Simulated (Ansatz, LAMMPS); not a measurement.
# Memory against size: Li+ triflate in diethyl carbonate at 330 K (135 atoms) repeated, support functions

Density of this cell: 1.05 g/cm³. The cell holds 135 atoms: 36 C, 24 O, 70 H, 1 S, 3 F and 1 Li. Its edges and angles: a = 11.569 Å, b = 11.569 Å, c = 11.569 Å, α = 90.0°, β = 90.0°, γ = 90.0°. 7 diethyl carbonate, 1 Li+, 1 triflate placed at random, at 1.05 g/cm³; overlaps pushed apart, then 10 ps at 550 K with Joung-Cheatham ions (J. Phys. Chem. B 112, 9020 (2008)); MMFF94 bonds, angles, torsions, charges and radii (Halgren, J. Comput. Chem. 17, 490 (1996)) in harmonic and 12-6 forms; charges of ions scaled by 0.8. Snapshot after 30 ps at 330 K and fixed volume.

Calculated with Ansatz 0.2.0: Kohn-Sham DFT, PBE+D3(BJ), PAW (set soft_1), localised support functions (medium); the typed cell is repeated and solved at Γ on 1 × NVIDIA GB200 with 32 threads of Arm Neoverse V2, shared host.

| atoms | memory planned on the GPU (GiB) | repeats | SCF cycles |
| --- | --- | --- | --- |
| 135 | 3.9 | 1×1×1 | 16 |
| 1080 | ? | ? | ? |
| 3645 | 56.8 | 3×3×3 | 22 |
| 8640 | 170.3 | 4×4×4 | 22 |

Task: Fit a power law of the atom count to the rows given and interpolate to the withheld row.

**Working.**

A power law y = A x^b is a line in u = ln x and v = ln y.

| u = ln x | v = ln y |
| --- | --- |
| 4.90527 | 1.36098 |
| 8.20111 | 4.03954 |
| 9.06416 | 5.13756 |

With n = 3: mean u = 7.39018, mean v = 3.51269, Σ(u − ū)² = 9.6346, Σ(u − ū)(v − v̄) = 8.4940. Slope b = 8.4940 / 9.6346 = 0.88162; intercept a = v̄ − b ū = -3.0027.

At the withheld row u = 6.985, v = a + b u = 3.155, and y = exp(v).

Prediction at 1080: 23.46 GiB. The run gave 20 GiB, so the fit is high by 3.5 GiB (17 % of the value).

The fitted exponent is 0.88. Between neighbouring rows, the withheld one included, the exponents are 0.79, 0.86 and 1.3, so one power law doesn't hold over the range. Among the rows given, the largest relative miss of the fit is at 3645, by 12 GiB (21 %).

Limits: One run a row. Whether the card's size bounds the plan at the largest cells wasn't tested.

[Hosts, paths, dates, database ids (printed as entryN), source tags and the programs' standing remarks are cut or masked in the printed files.]

[The MMFF94 radii named for the starting cell were scaled by 0.96; in molecules described by MMFF94, hydrogen bound to N, O or S took a small fixed 12-6 site in their place.]
